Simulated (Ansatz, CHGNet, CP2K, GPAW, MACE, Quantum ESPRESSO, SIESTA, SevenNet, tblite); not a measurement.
## Random packing of 40Si3N4-60SiO2 (mol %) (92 atoms) in SIESTA

How do the settings of SIESTA change the result for random packing of 40Si3N4-60SiO2 (mol %) (92 atoms)? A plane-wave run serves as the yardstick.

Calculated with SIESTA 5.4.2; the method is named at each step.

## Step 1: The starting structure

The cell holds 92 atoms: 36 Si, 32 N and 24 O. Its edges and angles: a = 10.618 Å, b = 10.618 Å, c = 10.618 Å, α = 90.0°, β = 90.0°, γ = 90.0°. 92 atoms (36 Si, 32 N, 24 O) packed at random in a cube at 2.56 g/cm³ and pushed apart as soft spheres, cations and anions kept from their own kind; a start for melting by ab initio MD, not an equilibrated structure. Then every atom was moved at random, 0.05 Å r.m.s. a Cartesian component.

The yardstick, on the same geometry:

| Property | Result |
| --- | --- |
| method | Kohn-Sham DFT, PBE, SSSP efficiency 1.3.0 pseudopotentials, plane waves (Quantum ESPRESSO 7.5); sssp-pbe-1.3.0-efficiency, cutoffs 60/480 Ry, Γ point |
| r.m.s. force component | 1.612 eV/Å |
| longest force | 5.323 eV/Å |
| pressure | -13.73 GPa |
| time | 9.7 min on 4 MPI ranks of Arm Neoverse V1, shared host |
| CPU time | 39 min |

## Step 2: PBE, DZP, shift 0.01 Ry, mesh 500 Ry

Method: Kohn-Sham DFT, PBE, PseudoDojo 0.4.1 norm-conserving pseudopotentials (converted to PSML), numerical atomic orbitals (DZP), diagonalisation.

The .psml files are PseudoDojo norm-conserving potentials that we converted to this format, checked against plane waves on the same files for H, C, O, Si, Ge and Ca alone.

Input file input.fdf:

```
SystemLabel cell
NumberOfAtoms 92
NumberOfSpecies 3
%block ChemicalSpeciesLabel
  1 14 Si
  2 7 N
  3 8 O
%endblock ChemicalSpeciesLabel
LatticeConstant 1.0 Ang
%block LatticeVectors
  10.61780 0.00000 0.00000
  0.00000 10.61780 0.00000
  0.00000 0.00000 10.61780
%endblock LatticeVectors
PAO.BasisSize DZP
PAO.EnergyShift 0.01 Ry
XC.Functional GGA
XC.Authors PBE
MeshCutoff 500 Ry
%block kgrid_Monkhorst_Pack
  1 0 0 0.0
  0 1 0 0.0
  0 0 1 0.0
%endblock kgrid_Monkhorst_Pack
SolutionMethod diagon
OccupationFunction FD
ElectronicTemperature 580 K
SCF.Mixer.Method Pulay
SCF.Mixer.Weight 0.15
SCF.Mixer.History 8
SCF.Mix Hamiltonian
MaxSCFIterations 300
SCF.DM.Tolerance 1e-04
SCF.H.Tolerance 1.0e-3 eV
WriteForces T
Write.HirshfeldPop T
Write.VoronoiPop T
Write.DM F
Write.H F
XML.Write F
AtomicCoordinatesFormat Fractional
%block AtomicCoordinatesAndAtomicSpecies
  0.21098 0.28188 0.03810 1
  0.01739 0.62506 0.03996 1
  0.04966 0.99366 0.75042 1
  0.46118 0.81824 0.44508 1
  0.35870 0.60179 0.89665 1
  0.53428 0.47117 0.65541 1
  0.02659 0.25359 0.77312 1
  0.71986 0.28942 0.69050 1
  0.35563 0.12499 0.61692 1
  0.18153 0.72390 0.20374 1
  0.86288 0.72757 0.18514 1
  0.65300 0.89397 0.12778 1
  0.90113 0.27377 0.98965 1
  0.56129 0.96565 0.82001 1
  0.68923 0.42165 0.00968 1
  0.87985 0.49656 0.87418 1
  0.44676 0.04611 0.02104 1
  0.66027 0.66000 0.77168 1
  0.75309 0.40544 0.25256 1
  0.29003 0.42107 0.22466 1
  0.37314 0.63402 0.65369 1
  0.46983 0.36091 0.91476 1
  0.91980 0.95964 0.95931 1
  0.35064 0.36566 0.45914 1
  0.68923 0.86414 0.51710 1
  0.14579 0.14677 0.49218 1
  0.75548 0.48012 0.52712 1
  0.44246 0.97506 0.25858 1
  0.92142 0.76006 0.80352 1
  0.23024 0.82357 0.54636 1
  0.01419 0.55025 0.68133 1
  0.74403 0.11253 0.52957 1
  0.51799 0.49218 0.28708 1
  0.02750 0.77344 0.41530 1
  0.74181 0.11724 0.87774 1
  0.26450 0.27842 0.78950 1
  0.59831 0.16024 0.19802 2
  0.37587 0.20855 0.88526 2
  0.77280 0.60171 0.10074 2
  0.15375 0.49280 0.75448 2
  0.47242 0.66758 0.53577 2
  0.78907 0.69700 0.90137 2
  0.89110 0.87962 0.70246 2
  0.01839 0.36902 0.26296 2
  0.41943 0.30036 0.12835 2
  0.83612 0.17353 0.33174 2
  0.22192 0.15825 0.19144 2
  0.45689 0.23762 0.41245 2
  0.82930 0.94203 0.22371 2
  0.18505 0.37966 0.55491 2
  0.20551 0.96371 0.62431 2
  0.23159 0.57178 0.05496 2
  0.40488 0.29888 0.63604 2
  0.14064 0.88793 0.86996 2
  0.98493 0.11457 0.56170 2
  0.14869 0.11979 0.87250 2
[... 32 atom lines left out ...]
  0.62495 0.32358 0.54506 3
  0.49561 0.10037 0.72628 3
  0.06842 0.63862 0.29760 3
  0.50602 0.72724 0.03236 3
%endblock AtomicCoordinatesAndAtomicSpecies
```

On the command line:

```console
$ OMP_NUM_THREADS=1 mpirun -np 2 siesta < input.fdf > output.txt
```

Log:

```text
Version         : 5.4.2
reinit: System Name:
reinit: System Label: cell
initatom: Reading input for the pseudopotentials and atomic orbitals ----------
Species number:   1 Atomic number:   14 Label: Si
Species number:   2 Atomic number:    7 Label: N
Species number:   3 Atomic number:    8 Label: O
Ground state valence configuration (from tables):   3s02  3p02  3d00  4f00
Ground state valence configuration (from tables):   2s02  2p03  3d00  4f00
Ground state valence configuration (from tables):   2s02  2p04  3d00  4f00
---- Processing specs for species: Si
GGA--PBE XC_GGA_X_PBE--XC_GGA_C_PBE pb
---- Processing specs for species: N
GGA--PBE XC_GGA_X_PBE--XC_GGA_C_PBE pb
---- Processing specs for species: O
GGA--PBE XC_GGA_X_PBE--XC_GGA_C_PBE pb
Si pseudopotential only contains V_ls up to l=2 -- lmxkb reset.
N pseudopotential only contains V_ls up to l=1 -- lmxkb reset.
O pseudopotential only contains V_ls up to l=2 -- lmxkb reset.
Using PAO.SplitTailNorm
%block ChemicalSpeciesLabel
    1   14 Si                      # Species index, atomic number, species label
    2    7 N                       # Species index, atomic number, species label
    3    8 O                       # Species index, atomic number, species label
%endblock ChemicalSpeciesLabel
%block PAO.Basis                 # Define Basis set
Si                    2                    # Species label, number of l-shells
 n=3   0   2                         # n, l, Nzeta
   5.392      3.847
   1.000      1.000
 n=3   1   2 P   1                   # n, l, Nzeta, Polarization, NzetaPol
   6.844      4.952
   1.000      1.000
N                     2                    # Species label, number of l-shells
 n=2   0   2                         # n, l, Nzeta
   3.944      2.617
   1.000      1.000
 n=2   1   2 P   1                   # n, l, Nzeta, Polarization, NzetaPol
[...]
O                     2                    # Species label, number of l-shells
 n=2   0   2                         # n, l, Nzeta
[...]
1.000      1.000
 n=2   1   2 P   1                   # n, l, Nzeta, Polarization, NzetaPol
   4.300      2.782
   1.000      1.000
%endblock PAO.Basis
coor:   Atomic-coordinates input format  =     Fractional
siesta: System type = bulk
initatomlists: Number of atoms, orbitals, and projectors:     92  1196  1216
siesta: ******************** Simulation parameters ****************************
Total number of electrons:   448.000000
Total ionic charge:   448.000000
 Kpoints in:            1 . Kpoints trimmed:            1
siesta: k-grid: Number of k-points = 1
siesta: k-points from Monkhorst-Pack grid
siesta: k-cutoff (effective) =     5.309 Ang
siesta: k-point supercell and displacements
siesta: k-grid:     1     0     0      0.000
siesta: k-grid:     0     1     0      0.000
siesta: k-grid:     0     0     1      0.000
                     ====================================
                        Single-point calculation
                     ====================================
outcell: Unit cell vectors (Ang):
       10.617800    0.000000    0.000000
        0.000000   10.617800    0.000000
        0.000000    0.000000   10.617800
outcell: Cell vector modules (Ang)   :   10.617800   10.617800   10.617800
outcell: Cell angles (23,13,12) (deg):     90.0000     90.0000     90.0000
outcell: Cell volume (Ang**3)        :   1197.0261
Gamma-point calculation with multiply-connected orbital pairs
Gamma-point calculation with multiply-connected orbital pairs
Folding of H and S implicitly performed
Folding of H and S implicitly performed
new_DM -- step:     1
Initializing Density Matrix...
Attempting to read DM from file... Failed...
DM filled with atomic data:
InitMesh: MESH = 144 x 144 x 144 = 2985984
InitMesh: Mesh cutoff (required, used) =   500.000   508.344 Ry
stepf: Fermi-Dirac step function
        iscf     Eharris(eV)        E_KS(eV)     FreeEng(eV)     dDmax    Ef(eV) dHmax(eV)
   scf:    1   -23367.859729   -23671.681238   -23672.031998  1.651528 -5.364532 23.509580
   scf:    2   -22751.875976   -23520.579902   -23521.030022  1.273933 -4.906334 54.650926
   scf:    3   -23417.953036   -23740.631319   -23741.038270  1.180918 -4.893993 29.058830
   scf:    4   -23741.526830   -23801.323877   -23801.756294  0.944852 -4.952561 16.297197
   scf:    5   -23757.171793   -23806.887504   -23807.375582  0.684756 -4.921789 14.537658
   scf:    6   -23792.138894   -23815.739030   -23816.236564  0.541903 -4.898652  8.428333
[...]
scf:   36   -23824.077002   -23824.076996   -23824.600260  0.000036 -5.035449  0.001228
   scf:   37   -23824.077025   -23824.077011   -23824.600260  0.000080 -5.035428  0.001746
   scf:   38   -23824.076992   -23824.077002   -23824.600260  0.000055 -5.035415  0.000653
SCF Convergence by DM+H criterion
max |DM_out - DM_in|         :     0.0000554978
max |H_out - H_in|      (eV) :     0.0006525083
SCF cycle converged after 38 iterations
Using DM_out to compute the final energy and forces
siesta: E_KS(eV) =           -23824.0770
siesta: E_KS - E_eggbox =    -23824.0770
siesta: Atomic forces (eV/Ang):
     1   -0.191012   -2.650833    2.238793
     2    1.505903   -0.810214   -0.998081
     3    1.659114   -1.495485   -1.822905
     4   -1.740212   -1.347476   -0.669773
     5   -1.327150    1.987896    2.828844
     6    0.483091   -3.091042    0.058558
[...]
90   -1.131306   -1.570848   -1.127789
    91    0.546360    2.621715    0.272888
    92    0.005647   -0.192663    0.034030
----------------------------------------
   Tot   -0.006268   -0.001809    0.008174
----------------------------------------
   Max    4.872830
   Res    1.562881    sqrt( Sum f_i^2 / 3N )
----------------------------------------
   Max    4.872830    constrained
Stress tensor Voigt[x,y,z,yz,xz,xy] (kbar):      118.45      131.67      115.65       -1.65        0.31        9.11
(Free)E + p*V (eV/cell)   -23915.6916
Target enthalpy (eV/cell)   -23824.6003
siesta: Program's energy decomposition (eV):
siesta: Ebs     =     -5402.583700
siesta: Eions   =     37161.466023
siesta: Ena     =      7236.768526
siesta: Ekin    =     14265.256333
siesta: Enl     =     -1701.871525
siesta: DEna    =       225.340072
siesta: DUscf   =        21.457764
siesta: Ex      =     -6172.652755
siesta: Ec      =      -536.909395
siesta: Exc     =     -6709.562150
siesta: Eharris =    -23824.076992
siesta: Etot    =    -23824.077002
siesta: FreeEng =    -23824.600260
siesta: Final energy (eV):
siesta:  Band Struct. =   -5402.583700
siesta:       Kinetic =   14265.256333
siesta:       Hartree =    7070.512882
siesta:         Exch. =   -6172.652755
siesta:         Corr. =    -536.909395
siesta:   Exch.-corr. =   -6709.562150
siesta:  Ion-electron =  -26474.381082
siesta:       Ion-ion =  -11975.902985
siesta:         Total =  -23824.077002
siesta:         Fermi =      -5.035415
siesta: Stress tensor (static) (eV/Ang**3):
siesta:     0.073928    0.005683    0.000195
siesta:     0.005683    0.082181   -0.001032
siesta:     0.000195   -0.001032    0.072185
siesta: Cell volume =       1197.026105 Ang**3
siesta: Pressure (static):
siesta:                Solid            Molecule  Units
siesta:          -0.00082881         -0.00121734  Ry/Bohr**3
siesta:          -0.07609805         -0.11177120  eV/Ang**3
siesta:        -121.92252532       -179.07720447  kBar
    Orbital volume contribution        =          39.809690 eV
    (Free)E + p_basis*V_orbitals       =      -23784.790570 eV
    (Free)Eharris+ p_basis*V_orbitals  =      -23784.790561 eV
Hirshfeld Atomic Populations:
Atom #   charge [q] valence [e]  Species
     1     0.198608    3.801392  Si
     2     0.178609    3.821391  Si
     3     0.245550    3.754450  Si
     4     0.251901    3.748099  Si
     5     0.236982    3.763018  Si
     6     0.265121    3.734879  Si
[...]
37    -0.033213    5.033213  N
    38    -0.160033    5.160033  N
    39    -0.160393    5.160393  N
    40    -0.130598    5.130598  N
    41    -0.238293    5.238293  N
    42    -0.190550    5.190550  N
[...]
69    -0.104450    6.104450  O
    70    -0.149142    6.149142  O
    71    -0.118654    6.118654  O
    72    -0.183860    6.183860  O
    73    -0.183203    6.183203  O
    74    -0.107815    6.107815  O
[...]
--------------------
 Total    -0.000028
Voronoi Atomic Populations:
Atom #   charge [q] valence [e]  Species
[...]
34     0.312455    3.687545  Si
    35     0.250488    3.749512  Si
    36     0.273760    3.726240  Si
[...]
66    -0.259752    5.259752  N
    67    -0.208030    5.208030  N
    68    -0.225234    5.225234  N
[...]
90    -0.244254    6.244254  O
    91    -0.213421    6.213421  O
    92    -0.247724    6.247724  O
--------------------
 Total    -0.000028
```

Run time: 7.9 min. Hardware: 2 MPI ranks of Arm Neoverse V1, shared host; peak memory 2.3 GiB.

Banners, paths, timers and routine set-up lines are dropped from the logs unmarked, and long logs keep their key lines alone; longer cuts are marked.

Numbers from this run, and their distance from the reference:

```yaml
r_m_s_force_component: 1.563 eV/Å
r_m_s_difference_of_force_components: 222.5 meV/Å
longest_difference_of_force_vectors: 729.3 meV/Å
force_difference_over_r_m_s_force: 13.8 %
slope_of_forces_against_the_reference_s: 0.9602
correlation_of_force_components: 0.9907
pressure: -12.19 GPa
pressure_difference: 1.535 GPa
```

Length of the force difference by element (eV/Å):

| element | atoms | mean | most |
| --- | --- | --- | --- |
| N | 32 | 0.29 | 0.55 |
| O | 24 | 0.35 | 0.71 |
| Si | 36 | 0.40 | 0.73 |

The surroundings of O77, picked at random, nearest first, numbered as they follow in the input and with coordinates relative to it.

| atom | x | y | z | distance (Å) | Hirshfeld charge (e) | Fx | Fy | Fz (eV/Å) |
| --- | --- | --- | --- | --- | --- | --- | --- | --- |
| O77 | 0.00 | 0.00 | 0.00 | 0.00 | -0.20 | -1.59 | -3.73 | 0.99 |
| Si27 | -0.19 | -0.99 | 1.67 | 1.95 | 0.29 | 3.37 | 2.24 | -2.60 |
| Si19 | -0.21 | -1.78 | -1.25 | 2.18 | 0.19 | 1.40 | 0.77 | 0.52 |
| N57 | 1.71 | -1.45 | 1.13 | 2.51 | -0.13 | -0.84 | 0.87 | 1.53 |
| O83 | -1.06 | 2.38 | -0.75 | 2.71 | -0.20 | -0.30 | 0.64 | -0.71 |
| Si11 | 0.95 | 1.64 | -1.96 | 2.73 | 0.21 | -2.25 | 0.62 | -0.05 |
| N62 | 1.75 | 1.23 | 1.83 | 2.81 | -0.14 | 1.33 | -0.58 | -1.84 |
| O81 | -1.16 | 0.30 | 2.60 | 2.86 | -0.14 | -0.01 | -0.67 | -2.07 |
| N39 | 0.00 | 0.30 | -2.86 | 2.88 | -0.16 | 1.43 | 0.27 | 1.26 |
| Si33 | -2.71 | -0.86 | -0.88 | 2.97 | 0.24 | -0.54 | 1.22 | -0.89 |

Forces lie 14 % from the reference's, at 0.40 times its CPU time (on 2 against 4 cores).

## Step 3: PBE, SZ, shift 0.01 Ry, mesh 500 Ry

Method: Kohn-Sham DFT, PBE, PseudoDojo 0.4.1 norm-conserving pseudopotentials (converted to PSML), numerical atomic orbitals (SZ), diagonalisation.

input.fdf, as its differences from that of step 2:

```diff
@@ -14,3 +14,3 @@
 %endblock LatticeVectors
-PAO.BasisSize DZP
+PAO.BasisSize SZ
 PAO.EnergyShift 0.01 Ry
```

On the command line:

```console
$ OMP_NUM_THREADS=1 siesta < input.fdf > output.txt
```

Log:

```text
Version         : 5.4.2
reinit: System Name:
reinit: System Label: cell
initatom: Reading input for the pseudopotentials and atomic orbitals ----------
Species number:   1 Atomic number:   14 Label: Si
Species number:   2 Atomic number:    7 Label: N
Species number:   3 Atomic number:    8 Label: O
Ground state valence configuration (from tables):   3s02  3p02  3d00  4f00
Ground state valence configuration (from tables):   2s02  2p03  3d00  4f00
Ground state valence configuration (from tables):   2s02  2p04  3d00  4f00
---- Processing specs for species: Si
[... lines left out ...]
        iscf     Eharris(eV)        E_KS(eV)     FreeEng(eV)     dDmax    Ef(eV) dHmax(eV)
[... lines left out ...]
SCF Convergence by DM+H criterion
[... lines left out ...]
SCF cycle converged after 45 iterations
[... lines left out ...]
   Max    7.806265
[... lines left out ...]
   Max    7.806265    constrained
Stress tensor Voigt[x,y,z,yz,xz,xy] (kbar):      -82.07      -41.75      -61.53        6.22      -12.60       16.07
[... lines left out ...]
siesta: FreeEng =    -23716.262756
[... lines left out ...]
siesta:         Fermi =      -4.255159
[... lines left out ...]
siesta:     0.010033   -0.026060    0.003881
siesta:    -0.007861    0.003881   -0.038404
siesta: Cell volume =       1197.026105 Ang**3
siesta: Pressure (static):
siesta:                Solid            Molecule  Units
siesta:           0.00042001          0.00017643  Ry/Bohr**3
siesta:           0.03856382          0.01619870  eV/Ang**3
siesta:          61.78605810         25.95318176  kBar
    Orbital volume contribution        =          19.845561 eV
    (Free)E + p_basis*V_orbitals       =      -23696.417195 eV
    (Free)Eharris+ p_basis*V_orbitals  =      -23696.417193 eV
Hirshfeld Atomic Populations:
Atom #   charge [q] valence [e]  Species
     1     0.207610    3.792390  Si
     2     0.189461    3.810539  Si
     3     0.340351    3.659649  Si
[...]
37    -0.053385    5.053385  N
    38    -0.199528    5.199528  N
    39    -0.188327    5.188327  N
[...]
69    -0.148412    6.148412  O
    70    -0.178715    6.178715  O
    71    -0.177011    6.177011  O
[...]
--------------------
 Total    -0.000037
Voronoi Atomic Populations:
Atom #   charge [q] valence [e]  Species
[...]
35     0.278078    3.721922  Si
    36     0.324986    3.675014  Si
[...]
67    -0.225444    5.225444  N
    68    -0.245571    5.245571  N
[...]
91    -0.203248    6.203248  O
    92    -0.188388    6.188388  O
--------------------
 Total    -0.000037
```

The job ended after 4.7 min (1 thread; peak memory 0.94 GiB).

Compared with the plane-wave run:

* r.m.s. force component: 1.911 eV/Å
* r.m.s. difference of force components: 1574 meV/Å
* longest difference of force vectors: 5259 meV/Å
* force difference over r.m.s. force: 97.64 %
* slope of forces against the reference's: 0.7254
* correlation of force components: 0.6122
* pressure: 6.179 GPa
* pressure difference: 19.91 GPa

This is a coarse setting, run to see what it loses.

Against the first run (14 %), the force difference from the reference is 98 %, at 0.30 times the CPU time (on 1 against 2 cores), with 368 basis functions against 1196: the smaller basis costs accuracy.

## Step 4: PBE, SZP, shift 0.01 Ry, mesh 500 Ry

Method: Kohn-Sham DFT, PBE, PseudoDojo 0.4.1 norm-conserving pseudopotentials (converted to PSML), numerical atomic orbitals (SZP), diagonalisation.

input.fdf, as its differences from that of step 3:

```diff
@@ -14,3 +14,3 @@
 %endblock LatticeVectors
-PAO.BasisSize SZ
+PAO.BasisSize SZP
 PAO.EnergyShift 0.01 Ry
```

On the command line:

```console
$ OMP_NUM_THREADS=1 mpirun -np 2 siesta < input.fdf > output.txt
```

Log:

```text
Version         : 5.4.2
reinit: System Name:
reinit: System Label: cell
initatom: Reading input for the pseudopotentials and atomic orbitals ----------
Species number:   1 Atomic number:   14 Label: Si
Species number:   2 Atomic number:    7 Label: N
Species number:   3 Atomic number:    8 Label: O
Ground state valence configuration (from tables):   3s02  3p02  3d00  4f00
[... lines left out ...]
SCF Convergence by DM+H criterion
[... lines left out ...]
SCF cycle converged after 42 iterations
[... lines left out ...]
   Max    5.491380
[... lines left out ...]
   Max    5.491380    constrained
Stress tensor Voigt[x,y,z,yz,xz,xy] (kbar):       83.92      104.75       85.72        0.24       -4.39       12.17
[... lines left out ...]
siesta: FreeEng =    -23803.023171
[... lines left out ...]
siesta:         Fermi =      -5.022154
[... lines left out ...]
siesta:         -91.46244440       -144.11846071  kBar
[... lines left out ...]
    (Free)Eharris+ p_basis*V_orbitals  =      -23770.047024 eV
Hirshfeld Atomic Populations:
Atom #   charge [q] valence [e]  Species
     1     0.214594    3.785406  Si
     2     0.192152    3.807848  Si
     3     0.271835    3.728165  Si
[...]
37    -0.038219    5.038219  N
    38    -0.174777    5.174777  N
    39    -0.184194    5.184194  N
[...]
69    -0.117830    6.117830  O
    70    -0.163316    6.163316  O
    71    -0.133369    6.133369  O
[...]
--------------------
 Total    -0.000029
Voronoi Atomic Populations:
Atom #   charge [q] valence [e]  Species
[...]
35     0.301932    3.698068  Si
    36     0.330834    3.669166  Si
[...]
67    -0.248276    5.248276  N
    68    -0.281667    5.281667  N
[...]
91    -0.243039    6.243039  O
    92    -0.218554    6.218554  O
--------------------
 Total    -0.000029
```

The job ended after 6.7 min (2 MPI ranks; peak memory 2.1 GiB; 13 min of CPU time).

Against the reference:

```
r.m.s. force component                  : 1.588 eV/Å
r.m.s. difference of force components   : 549.7 meV/Å
longest difference of force vectors     : 1680 meV/Å
force difference over r.m.s. force      : 34.09 %
slope of forces against the reference's : 0.9266
correlation of force components         : 0.9411
pressure                                : -9.146 GPa
pressure difference                     : 4.581 GPa
```

This is a coarse setting, run to see what it loses.

Against the first run (14 %), the force difference from the reference is 34 %, at 0.85 times the CPU time, with 828 basis functions against 1196: the smaller basis costs accuracy.

(Continued in part 2 of 2.)

[Also dropped from logs without a mark: logging warnings of Python, and SIESTA's first energy breakdown and zero terms.]

[Logs are printed without paths, hosts, clocks, repeated set-up lines and the standing remarks that a program may print on its own settings, such as how far it seeks lower states.]

[Hosts, paths, dates, database ids (printed as entryN), source tags and the programs' standing remarks are cut or masked in the printed files.]
